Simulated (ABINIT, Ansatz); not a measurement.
Planning a run of ABINIT 10.8.3 on Ca2H3Br (P-3m1). The input:

```
acell 3*1.0 Angstrom
rprim 
  3.902939985722 0.000000000020 0.000000000000
  -1.951469992878 3.380045177071 0.000000000000
  0.000000000000 0.000000000000 6.853533590000
ntypat 3
znucl 20 1 35
natom 6
typat 1 1 2 2 2 3
xred 
  0.666666666667 0.333333333333 0.185756080000
  0.333333333333 0.666666666667 0.814243920000
  0.666666666667 0.333333333333 0.850475830000
  0.333333333333 0.666666666667 0.149524170000
  0.000000000000 0.000000000000 0.000000000000
  0.000000000000 0.000000000000 0.500000000000
pp_dirpath "pseudos"
pseudos "Ca.upf, H.upf, Br.upf"
ecut 31
ngkpt 3 3 2
nshiftk 1
shiftk 0 0 0
kptopt 1
chksymbreak 0
istwfk *1
occopt 1
irdwfk 1
optdriver 3
nband 161
ecuteps 6.5
inclvkb 2
awtr 1
symchi 1
indata_prefix "in"
outdata_prefix "out"
tmpdata_prefix "tmp"
```

```sh
OMP_NUM_THREADS=1 mpirun -n 4 abinit run.abi > log
```

**Question.** Estimate wall time and host memory on 4 MPI ranks of Arm Neoverse V2, shared host.

It took 36 s; on shared hardware allow 18 s to 72 s. Peak host memory was 1.1 GiB.

[Paths, hosts, dates, memory and timing lines, banners, echoed tables and standing remarks are left out of the program output.]

[Logs are printed without paths, hosts, clocks, repeated set-up lines and the standing remarks that a program may print on its own settings, such as how far it seeks lower states.]

[Runs of the session that timed out or met a known fault of the program may be left out.]

[Hosts, paths, dates, database ids (printed as entryN), source tags and the programs' standing remarks are cut or masked in the printed files.]

[G0W0 gaps are taken among the corrected bands and points alone; a level outside them can change the order at an edge.]

[Where Ansatz stands beside ABINIT at settings called matched, ABINIT's density can come from a denser mesh and the files from another edition; pairs whose starting gaps differed by over 0.03 eV were left out, so agreement reads better than it is.]
